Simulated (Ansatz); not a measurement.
**Mg2C (model cell, started as cuprite): a soft mode frozen in**

Wanted: the energy along a soft mode of Mg2C (model cell, started as cuprite) and the structure at the end.

Main program and level: Ansatz 0.2.0; DFT PBE, scalar-relativistic, plane waves, PAW.

The structure was built from a prototype and need not be the compound's stable phase.

## Step 1: Starting point

Symmetry: Pn-3m, No. 224, cubic system. Conventional cell: a = 4.839 Å, b = 4.839 Å, c = 4.839 Å, α = 90.00°, β = 90.00°, γ = 90.00°. Nearest to C lie 4 Mg at 2.10 Å. Nearest to Mg lie 2 C at 2.10 Å. Farther neighbours are not listed.

Coordinates:

```cif
data_structure
_symmetry_space_group_name_H-M 'Pn-3m:1'
_symmetry_Int_Tables_number 224
_cell_length_a 4.8390
_cell_length_b 4.8390
_cell_length_c 4.8390
_cell_angle_alpha 90.000
_cell_angle_beta 90.000
_cell_angle_gamma 90.000
_cell_volume 113.31
loop_
_atom_site_label
_atom_site_type_symbol
_atom_site_symmetry_multiplicity
_atom_site_Wyckoff_symbol
_atom_site_fract_x
_atom_site_fract_y
_atom_site_fract_z
_atom_site_occupancy
C1 C 2 a 0.00000 0.00000 0.00000 1
Mg1 Mg 4 b 0.25000 0.25000 0.25000 1
```

## Step 2: Phonons on a q mesh

The cell comes from relaxations at this level that are not shown. Stability and thermal properties need the whole zone. Linear response on a 2×2×2 q mesh gives force constants as far as a supercell of that size would.

input.yaml reads:

```yaml
crystal:
  lattice:
    - [4.8390002607, 0.0, 0.0]
    - [0.0, 4.8390002607, 0.0]
    - [0.0, 0.0, 4.8390002607]
  atoms:
    - { symbol: C, position: [0.0, 0.0, 0.0] }
    - { symbol: C, position: [0.5, 0.5, 0.5] }
    - { symbol: Mg, position: [0.25, 0.25, 0.25] }
    - { symbol: Mg, position: [0.75, 0.75, 0.25] }
    - { symbol: Mg, position: [0.75, 0.25, 0.75] }
    - { symbol: Mg, position: [0.25, 0.75, 0.75] }
kpoints:
  mp_grid: { grid: [6, 6, 6] }
hamiltonian:
  xc: pbe
scf:
  occupations: { method: methfessel_paxton, width: 0.15 }
output:
  eigenvalues: true
phonons:
  method: dfpt
  qmesh: [2, 2, 2]
  temperatures: { t_max: 1000, t_step: 50 }
  qpath:
    path:
      - [[0.0, 0.0, 0.0], [0.0, 0.5, 0.0], [0.5, 0.5, 0.0], [0.0, 0.0, 0.0], [0.5, 0.5, 0.5], [0.0, 0.5, 0.0]]
      - [[0.5, 0.5, 0.5], [0.5, 0.5, 0.0]]
    npoints: 10
```

Run with:

```bash
$ ansatz run input.yaml --threads 8 --pin off --max-ram 14336MiB --backend cpu --events-out ev --progress --plain --runs-dir out
```

Numbers of over 12 decimals in the logs are rounded to 6 here.

What it wrote:

```text
Warning: phonons: the dynamical matrix that this run interpolates holds no multipole term above the dipole-dipole one, and a site of this crystal is no centre of inversion, so its interpolated transverse optical and acoustic branches and sound speeds can stay off near Gamma, and the density of states and the thermodynamics with them. What a run solves at a wave vector of phonons.qpoints, Gamma apart, where the deck admits one, is free of this, and under fd what a larger phonons.supercell samples
Engine: ansatz 0.2.0, aarch64-unknown-linux-gnu
Pseudopotentials: kind: paw
Pseudopotential: C, paw, valence charge 4, recommended cutoff 420 eV (normal), C.paw.azcp
Pseudopotential: Mg, paw, valence charge 10, recommended cutoff 420 eV (normal), Mg.paw.azcp
Functional definition: PBE
  parameter kappa = 0.804
  parameter beta = 0.066725
  exchange = pbe_x(kappa = kappa, mu = beta*pi^2/3)
  correlation = pbe_c(beta = beta)
Crystal: 6 atoms, lattice volume = 113.310 Å³
Basis set: ecut = 420 eV, 2205 PW (Γ), exchange–correlation on 72×72×72 points (8 copies of the dense FFT grid, shifted against one another)
Bands: 30, of which v1, the nominal top of the filled ones, is band 24 counted from 1 (23 counted from 0)
Symmetry: 48 space group operations
k-points: 20 of 216
Non-local potential: C, projectors of the file, l = 0: 2, l = 1: 2, l = 2: 1
Non-local potential: Mg, projectors of the file, l = 0: 3, l = 1: 2, l = 2: 1
PAW form: soft (Blöchl's): semilocal exchange-correlation on the pseudo side does not see the compensation charge
PAW one-centre angular grid: C, 110 points (default); XC on 64 Gauss nodes
PAW one-centre angular grid: Mg, 110 points (default); XC on 64 Gauss nodes
Initial density: superposition of atomic densities (neutral atoms: chi_scale 0, normalization atom), corrected by the library's trained network
Initial wavefunctions: pseudopotential atomic-orbital guess
Functional: x = pbe(κ = 0.804, μ = 0.219515), c = pbe(β = 0.066725)
SCF iter   1: F=—  HF=-8193.225032 eV  |F-HF|=—  |Δ(HF+E_count)|=         —  Δρ=3.14e-3  dr2=2.16e-2  ethr=1.77e-3  ⟨swp⟩=5.9  Hψ=2698  notcnv=0
preconditioner: auto → Resta (q_TF=auto, 2.364 Å⁻¹)  ε∞=5.3  [insulator: Δε(μ)=0.747 eV  Ē_g=6.692 eV  σ=0.150 eV  W_gap=0.58  n_scr=26 (ndim 8)  ℏωp=14.0 eV  f_vac=0.000  D(μ)=0.52/eV (n_scr^D=0)  ε∞_Penn≈5.3]
SCF iter   2: F=—  HF=-8193.222003 eV  |F-HF|=—  |Δ(HF+E_count)|=   3.03e-3  S|Δr|=    0.00e0  Δρ=1.29e-3  dr2=3.86e-3  ethr=4.50e-5  ⟨swp⟩=1.2  Hψ=781  notcnv=0  defer=1
SCF iter   3: F=—  HF=-8193.221439 eV  |F-HF|=—  |Δ(HF+E_count)|=   5.65e-4  S|Δr|=    0.00e0  Δρ=2.35e-4  dr2=7.76e-5  ethr=8.04e-6  ⟨swp⟩=2.0  Hψ=700  notcnv=0  defer=1
SCF iter   4: F=—  HF=-8193.221426 eV  |F-HF|=—  |Δ(HF+E_count)|=   1.24e-5  S|Δr|=    0.00e0  Δρ=4.09e-5  dr2=2.46e-6  ethr=1.62e-7  ⟨swp⟩=2.0  Hψ=694  notcnv=0  defer=1
SCF iter   5: F=—  HF=-8193.221426 eV  |F-HF|=—  |Δ(HF+E_count)|=   2.20e-7  S|Δr|=    0.00e0  Δρ=8.17e-6  dr2=5.86e-8  ethr=5.12e-9  ⟨swp⟩=2.0  Hψ=683  notcnv=0  defer=1
SCF iter   6: F=—  HF=-8193.221426 eV  |F-HF|=—  |Δ(HF+E_count)|=   6.70e-8  S|Δr|=    0.00e0  Δρ=1.36e-6  dr2=1.66e-9  ethr=1.22e-10  ⟨swp⟩=2.0  Hψ=726  notcnv=0  defer=1
SCF iter   7: F=—  HF=-8193.221426 eV  |F-HF|=—  |Δ(HF+E_count)|=   1.53e-9  S|Δr|=    0.00e0  Δρ=5.39e-7  dr2=1.60e-10  ethr=3.46e-12  ⟨swp⟩=2.0  Hψ=1047  notcnv=0  defer=1
SCF iter   8: F=—  HF=-8193.221426 eV  |F-HF|=—  |Δ(HF+E_count)|=  5.46e-12  S|Δr|=    0.00e0  Δρ=1.05e-7  dr2=1.02e-11  ethr=1.00e-12  ⟨swp⟩=2.0  Hψ=930  notcnv=0  defer=1
SCF iter   9: F=-8193.221426 eV  HF=-8193.221426 eV  |F-HF|=1.82e-12  |Δ(HF+E_count)|=  1.09e-11  S|Δr|=    0.00e0  Δρ=1.51e-8  dr2=1.52e-13  ethr=1.00e-12  ⟨swp⟩=8.8  Hψ=2723  notcnv=0
SCF 1 converged in 9 iterations: F = -8193.221426 eV  dr2 = 1.52e-13
  greatest PAW one-centre occupation: 1.000 electrons in one spin orbital (limit 2), on the Mg atom at site 5 (counted from 0), in its partial waves of l = 0
Initial density: read from a saved state, or passed on in memory by an earlier SCF of this step, an earlier step, the calling program or the single point that the run made first
iter 1 solved again at ethr=2.28e-9 eV; its pass at ethr=3.10e-3 eV (dr2=1.09e-6 eV) is discarded
SCF iter   1: F=—  HF=-8193.221426 eV  |F-HF|=—  |Δ(HF+E_count)|=         —  Δρ=1.26e-7  dr2=1.62e-11  ethr=2.28e-9  ⟨swp⟩=4.1  Hψ=4597  notcnv=0
preconditioner: auto → Resta (q_TF=auto, 2.364 Å⁻¹)  ε∞=5.4  [insulator: Δε(μ)=0.734 eV  Ē_g=6.662 eV  σ=0.150 eV  W_gap=0.58  n_scr=26 (ndim 8)  ℏωp=14.0 eV  f_vac=0.000  D(μ)=0.51/eV (n_scr^D=0)  ε∞_Penn≈5.4]
SCF iter   2: F=-8193.221426 eV  HF=-8193.221426 eV  |F-HF|=3.64e-12  |Δ(HF+E_count)|=   6.86e-8  S|Δr|=    0.00e0  Δρ=6.01e-8  dr2=4.20e-12  ethr=1.00e-12  ⟨swp⟩=3.4  Hψ=2285  notcnv=0
SCF 2 converged in 2 iterations: F = -8193.221426 eV  dr2 = 4.20e-12
k-points: 40 of 216 (irreducible under 8 space group operations, time reversal used)
iter 1 solved again at ethr=6.98e-10 eV; its pass at ethr=3.10e-3 eV (dr2=3.35e-7 eV) is discarded
SCF iter   1: F=—  HF=-8193.222385 eV  |F-HF|=—  |Δ(HF+E_count)|=         —  Δρ=1.24e-5  dr2=3.40e-7  ethr=6.98e-10  ⟨swp⟩=4.0  Hψ=8575  notcnv=0  defer=154
preconditioner: auto → Resta (q_TF=auto, 2.364 Å⁻¹)  ε∞=5.4  [insulator: Δε(μ)=0.000 eV  Ē_g=6.665 eV  n_scr=26 (ndim 8)  ℏωp=14.0 eV  f_vac=0.000  ε∞_Penn≈5.4]
SCF iter   2: F=—  HF=-8193.222385 eV  |F-HF|=—  |Δ(HF+E_count)|=   7.04e-8  Δρ=2.02e-6  dr2=3.00e-9  ethr=6.98e-10  ⟨swp⟩=2.0  Hψ=1432  notcnv=0  defer=154
SCF iter   3: F=—  HF=-8193.222385 eV  |F-HF|=—  |Δ(HF+E_count)|=   1.31e-9  Δρ=1.05e-6  dr2=1.19e-9  ethr=1.00e-12  ⟨swp⟩=8.3  Hψ=4341  notcnv=0
SCF iter   4: F=—  HF=-8193.222385 eV  |F-HF|=—  |Δ(HF+E_count)|=  1.27e-10  Δρ=3.88e-7  dr2=1.81e-10  ethr=2.48e-12  ⟨swp⟩=1.1  Hψ=1130  notcnv=0
SCF iter   5: F=-8193.222385 eV  HF=-8193.222385 eV  |F-HF|=3.64e-12  |Δ(HF+E_count)|=  9.09e-12  Δρ=7.15e-8  dr2=8.06e-12  ethr=1.00e-12  ⟨swp⟩=2.0  Hψ=2321  notcnv=0
WARN: a fill by count may have filled part of one level: at k-index 0 the highest filled band, 4.425089 eV, and the lowest empty band, 4.425089 eV, stand 8.882e-16 eV apart, within the solve's uncertainty, 1.000e-5 eV. If they are one level, whatever splits it, however little, can move the result. A smearing (`scf.occupations.method` with a `width`) well over the split that the run's distortions make, where the deck  [...]
SCF 3 converged in 5 iterations: F = -8193.222385 eV  dr2 = 8.06e-12
  greatest PAW one-centre occupation: 1.000 electrons in one spin orbital (limit 2), on the Mg atom at site 4 (counted from 0), in its partial waves of l = 0
NSCF: frozen V_eff on 26 k-points
phonons: the run's symmetry doesn't show that the Born effective charges vanish, and it interpolates frequencies without the dipole-dipole term. In a polar insulator or semiconductor they then lack LO-TO splitting, and the branches near Gamma, sound speeds, density of states, thermodynamics and thermal conductivity can be off. Where the input admits it, phonons.dielectric: true or phonons.non_analytic_term supplies t [...]
NSCF: frozen V_eff on 20 k-points
NSCF: frozen V_eff on 68 k-points
DFPT response loops at q = (0, 0, 0) (fractional): preconditioner auto → Kerker (q_TF=auto, 2.364 Å⁻¹) (partly filled bands, converged f_vac=0.000); β = 1.00, the filter's whole step (`scf.mixing.beta` (0.50) is not read by the response loops under this deck's `scf.mixing.preconditioner`; to damp them name `kerker` or `kerker_dos`, under which they read `scf.mixing.beta`, and type it under 1.00, their step now; both keys bind the ground state too); Broyden in place of MSR1
NSCF: frozen V_eff on 224 k-points
DFPT response loops at q = (0, 0, -0.5) (fractional): mixed as the last ones told, above
NSCF: frozen V_eff on 224 k-points
DFPT response loops at q = (0, -0.5, -0.5) (fractional): mixed as the last ones told, above
NSCF: frozen V_eff on 136 k-points
DFPT response loops at q = (-0.5, -0.5, -0.5) (fractional): mixed as the last ones told, above
SCF converged after 9 iterations
Stability not checked: this state was not tested for a lower state beside it, because cold or Methfessel-Paxton smearing, or corrected tetrahedra, fill the levels in a way that the test cannot read (fill_not_monotonic; see scf.lower_state_search)
Free energy (F): -8193.221426 eV
Harris-Foulkes:  -8193.221426 eV  (|F-HF|=1.82e-12)
Internal energy: -8193.224469 eV  (E = F + TS)
E sigma→0 (E₀):  -8193.222187 eV
Entropy (-TS):   0.003043 eV (0.507 meV/atom)
Fermi energy:    4.438640 eV
Step filling:    the computed levels leave a gap of 0.0000 eV = 0.0 smearing widths at the electron count; against every level under it full and every level over it empty, smearing changes F+E_penalty+E_count by +0.959 meV and its σ→0 estimate by +0.198 meV
--- Per-component energies (eV) ---
  E_band       = -1431.435189
  E_kinetic    = 469.480663
  E_local      = -6912.312260  (includes V_loc(G=0)·N_el)
  E_nonlocal   = 436.608117
  E_hartree    = 2479.757765
  E_xc         = -208.859476
  E_vxc        = -264.411146  (∫ρ·V_xc dr)
  E_paw        = -1365.040582  (= ΣΔE_a)
  E_vpaw       = -120.316066  (= ΣTr[D̂ρ^β])
  E_aug_tail   = -0.000023  (compensation charges beyond the density's cutoff)
  E_ewald      = -3092.858673
  E_smearing   = 0.003043  (= −TS)
  E_closure    = -0.000000  (closes the sum)
  Σ components = -8193.221426   (vs F -8193.221426, Δ=0.00e0)
--- Band table (eV; the first three rows and the last of 20) ---
  k-point 0: bands = [... 20 lower, 2.7626, 3.7169, 4.4248, 4.4248, 4.4248, 5.2066, 5.2066, 10.8813, ... 2 higher]
  k-point 1: bands = [... 20 lower, 2.8711, 3.0440, 4.3227, 4.3227, 5.1589, 5.3703, 5.9322, 9.3099, ... 2 higher]
  k-point 2: bands = [... 20 lower, 3.1737, 3.1737, 4.0258, 4.0258, 5.8619, 6.1107, 6.9723, 7.8327, ... 2 higher]
  k-point 19: bands = [... 20 lower, 2.2150, 2.2828, 2.2828, 2.2828, 8.3439, 8.3439, 8.3439, 8.3877, ... 2 higher]
--- Phonons (Γ-DFPT): 2 representative perturbations + reference (Σ response iterations 6) ---
  ASR residual: 1.288e-5 → 0.000e0 eV/Å²; symmetrization residual: 4.607e-7 eV/Å²
  ASR residual per site (eV/Å²): 5.35e-6 5.35e-6 1.29e-5 1.29e-5 1.29e-5 1.29e-5
  Γ frequencies (cm⁻¹): -54.63 -54.63 -54.63 0.00 0.00 0.00 144.07 144.07 144.07 246.41 246.41 424.11 483.79 483.79 483.79 608.26 608.26 608.26
--- Phonons (arbitrary-q DFPT): 4 irreducible q on the 2×2×2 mesh ---
  q = [0.0000, 0.0000, 0.0000] (star 1, of the zone-centre solve; hermiticity 9.59e-8, symmetrization 8.30e-13): -54.63 -54.63 -54.63 -0.00 0.00 0.00 144.07 144.07 144.07 246.41 246.41 424.11 483.79 483.79 483.79 608.26 608.26 608.26
  q = [0.0000, 0.0000, -0.5000] (star 3, 4 solved perturbations in 284 linear systems a pass and spin channel, the states on 112 of 216 k-point pairs; hermiticity 1.10e-7, symmetrization 3.94e-13): 68.39 68.39 103.27 103.27 146.36 146.36 152.49 152.49 198.79 198.79 258.03 258.03 468.86 468.86 603.33 603.33 613.71 613.71
  q = [0.0000, -0.5000, -0.5000] (star 3, 4 solved perturbations in 284 linear systems a pass and spin channel, the states on 112 of 216 k-point pairs; hermiticity 9.61e-8, symmetrization 1.99e-13): -30.87 -30.87 56.46 56.46 127.36 127.36 173.62 173.62 176.63 176.63 282.75 282.75 511.14 511.14 572.31 572.31 613.12 613.12
  q = [-0.5000, -0.5000, -0.5000] (star 1, 2 solved perturbations in 108 linear systems a pass and spin channel, the states on 68 of 216 k-point pairs; hermiticity 1.15e-7, symmetrization 1.46e-13): -32.40 -32.40 82.97 82.97 82.97 85.05 85.05 85.05 232.33 232.33 232.33 430.83 485.13 485.13 485.13 626.13 626.13 626.13
  sum rule: each row above includes the acoustic sum rule's correction from the zone centre's row sums; it moved no ω² by more than (0.39 cm⁻¹)²
  mesh force constants: q→R imaginary residual 1.98e-17; ASR residual 1.288e-5 → 0.000e0 eV/Å²; symmetrization residual 9.770e-15 eV/Å²
  interpolated dispersion: 62 rows × 18 modes
  density of states and harmonic sums: on the 14×14×14 q-mesh, interpolated from the force constants of a 2×2×2 supercell (no non-analytic term)
  largest difference from the sums on the solved wave vectors: F 3.29e-1 eV, S 4.46e-4 and C_V 1.18e-4 eV/K
  zero-point energy: 0.315808 eV/cell   skipped modes (ω ≤ 0): 64, of them read as no rigid motion or as one in doubt: 61 (3.874e-1 modes/cell left out, lowest -54.63 cm⁻¹)   left out of the sums: 2.16e-2 of the cell's modes: C_V's classical limit lies that fraction below 3 k_B per atom; for a crystal, a wire or a layer, F and S can be off by more, and a phonons.interpolated_qmesh denser along its periods is the remedy for the sampling
```

Run time: 45 s. Hardware: 8 threads of Arm Neoverse V1, shared host; peak memory 1.2 GiB.

Numbers from this step:

- volume per atom: 18.88 Å³
- gap on the k-mesh: 0 eV
- sum-rule residual before enforcement: 1.29e-5 eV/Å²
- lowest frequency on the path: -54.63 cm⁻¹
- point group: m-3m
- highest frequency on the path or at a solved wavevector: 626.1 cm⁻¹
- highest optical mode at the zone centre (no LO-TO term): 608.3 cm⁻¹
- lowest optical zone-centre mode: -54.63 cm⁻¹
- lowest mode on the q mesh (acoustic modes at Γ apart): -54.63 cm⁻¹

Frequencies (cm⁻¹) solved at each irreducible wavevector; negative means imaginary. Frequencies by wavevector, by row:

| q in reciprocal lattice units | star | mode 1 | mode 2 | mode 3 | mode 4 | mode 16 | mode 17 | mode 18 |
| --- | --- | --- | --- | --- | --- | --- | --- | --- |
| 0 0 0 | 1 | -54.6 | -54.6 | -54.6 | 0 | 608.3 | 608.3 | 608.3 |
| 0 0 -0.5 | 3 | 68.4 | 68.4 | 103.3 | 103.3 | 603.3 | 613.7 | 613.7 |
| 0 -0.5 -0.5 | 3 | -30.9 | -30.9 | 56.5 | 56.5 | 572.3 | 613.1 | 613.1 |
| -0.5 -0.5 -0.5 | 1 | -32.4 | -32.4 | 83 | 83 | 626.1 | 626.1 | 626.1 |

Interpolated from a 2×2×2 q mesh. The phonon branches at the labelled points (cm⁻¹):

| point | branch 1 | branch 2 | branch 3 | branch 4 | branch 15 | branch 16 | branch 17 | branch 18 |
| --- | --- | --- | --- | --- | --- | --- | --- | --- |
| Γ | -55 | -55 | -55 | 0 | 484 | 608 | 608 | 608 |
| halfway | 35 | 35 | 67 | 83 | 551 | 611 | 611 | 612 |
| X | 68 | 68 | 103 | 103 | 603 | 603 | 614 | 614 |
| halfway | 56 | 56 | 93 | 93 | 588 | 588 | 615 | 615 |
| M | -31 | -31 | 56 | 56 | 572 | 572 | 613 | 613 |
| halfway | -38 | 56 | 67 | 99 | 552 | 606 | 613 | 614 |
| Γ | -55 | -55 | -55 | 0 | 484 | 608 | 608 | 608 |
| halfway | 38 | 38 | 79 | 79 | 558 | 601 | 616 | 616 |
| R | -32 | -32 | 83 | 83 | 485 | 626 | 626 | 626 |
| halfway | 56 | 74 | 80 | 88 | 560 | 599 | 618 | 619 |
| X | 68 | 68 | 103 | 103 | 603 | 603 | 614 | 614 |
| jump to R | -32 | -32 | 83 | 83 | 485 | 626 | 626 | 626 |
| halfway | 14 | 58 | 58 | 78 | 525 | 610 | 620 | 620 |
| M | -31 | -31 | 56 | 56 | 572 | 572 | 613 | 613 |

Symmetry leaves 4 wavevectors to solve. The lowest mode among them, the acoustic zeros apart, lies at Γ and is imaginary, 54.6i cm⁻¹, so the energy falls along it.

## Step 3: The mode frozen in, largest atomic shift 0 Å

The mode followed lies at q = (-0.5, -0.5, -0.5) with frequency 32.4i cm⁻¹ and is 2-fold degenerate, one of the unstable modes though not the softest. At small amplitude the distorted cell has space group no. 141 by a symmetry search on the positions. The undistorted cell that holds it gives the zero of energy on the same k mesh.

System of this step: Mg2C (model cell, started as cuprite). Symmetry: Pn-3m, No. 224, cubic system. Conventional cell: a = 4.839 Å, b = 4.839 Å, c = 4.839 Å, α = 90.00°, β = 90.00°, γ = 90.00°. C has 4 Mg at 2.10 Å nearest. Mg has 2 C at 2.10 Å nearest. Farther neighbours are not listed.

input.yaml reads:

```yaml
crystal:
  lattice:
    - [4.8390002607, 4.8390002607, 0.0]
    - [4.8390002607, 0.0, 4.8390002607]
    - [4.8390002607, 0.0, -4.8390002607]
  atoms:
    - { symbol: C, position: [0.0, 0.0, 0.0] }
    - { symbol: C, position: [0.0, 0.5, 0.5] }
    - { symbol: C, position: [0.5, 0.25, 0.75] }
    - { symbol: C, position: [0.5, 0.75, 0.25] }
    - { symbol: Mg, position: [0.25, 0.125, 0.875] }
    - { symbol: Mg, position: [0.25, 0.625, 0.375] }
    - { symbol: Mg, position: [0.75, 0.125, 0.875] }
    - { symbol: Mg, position: [0.75, 0.625, 0.375] }
    - { symbol: Mg, position: [0.25, 0.625, 0.875] }
    - { symbol: Mg, position: [0.25, 0.125, 0.375] }
    - { symbol: Mg, position: [0.75, 0.125, 0.375] }
    - { symbol: Mg, position: [0.75, 0.625, 0.875] }
kpoints:
  mp_grid: { grid: [6, 6, 6] }
hamiltonian:
  xc: pbe
scf:
  occupations: { method: methfessel_paxton, width: 0.15 }
output:
  forces: true
  stress: true
  eigenvalues: true
```

What it wrote:

```text
[...]
Crystal: 12 atoms, lattice volume = 226.619 Å³
Basis set: ecut = 420 eV, 4477 PW (Γ), exchange–correlation on 96×96×96 points (8 copies of the dense FFT grid, shifted against one another)
Bands: 60, of which v1, the nominal top of the filled ones, is band 48 counted from 1 (47 counted from 0)
Symmetry: 96 space group operations
[...]
k-points: 16 of 216
[...]
k-point 0: bands = [... 44 lower, 2.7624, 3.7168, 4.4245, 4.4245, 4.4245, 5.2066, 5.2066, 8.3437, ... 6 higher]
  k-point 1: bands = [... 44 lower, 3.1154, 3.1349, 4.3736, 4.3736, 4.9971, 5.5734, 5.5734, 7.9433, ... 6 higher]
  k-point 2: bands = [... 44 lower, 3.4409, 3.8930, 4.1843, 4.1843, 5.7936, 6.3981, 6.3981, 7.3969, ... 6 higher]
  k-point 15: bands = [... 44 lower, 3.7323, 3.7323, 3.8990, 3.8990, 5.9109, 5.9109, 6.5368, 6.5368, ... 6 higher]
[key lines of the parts left out:]
SCF converged after 6 iterations
Free energy (F): -16386.444803 eV
Fermi energy:    4.447648 eV
P = ⅓ Tr σ = -0.0006 GPa (-0.006 kbar)
```

It took 1.5 s on 8 threads; peak memory 0.88 GiB; 11 s of CPU time.

Numbers from this step:

```
pressure                         : -6.30e-4 GPa
energy from the undistorted cell : 0 meV/atom
```

The run ends at a pressure of 0.00 GPa.

(Part 1 of 2 ends here.)

[Logs are printed without paths, hosts, clocks, repeated set-up lines and the standing remarks that a program may print on its own settings, such as how far it seeks lower states.]

[Hosts, paths, dates, database ids (printed as entryN), source tags and the programs' standing remarks are cut or masked in the printed files.]
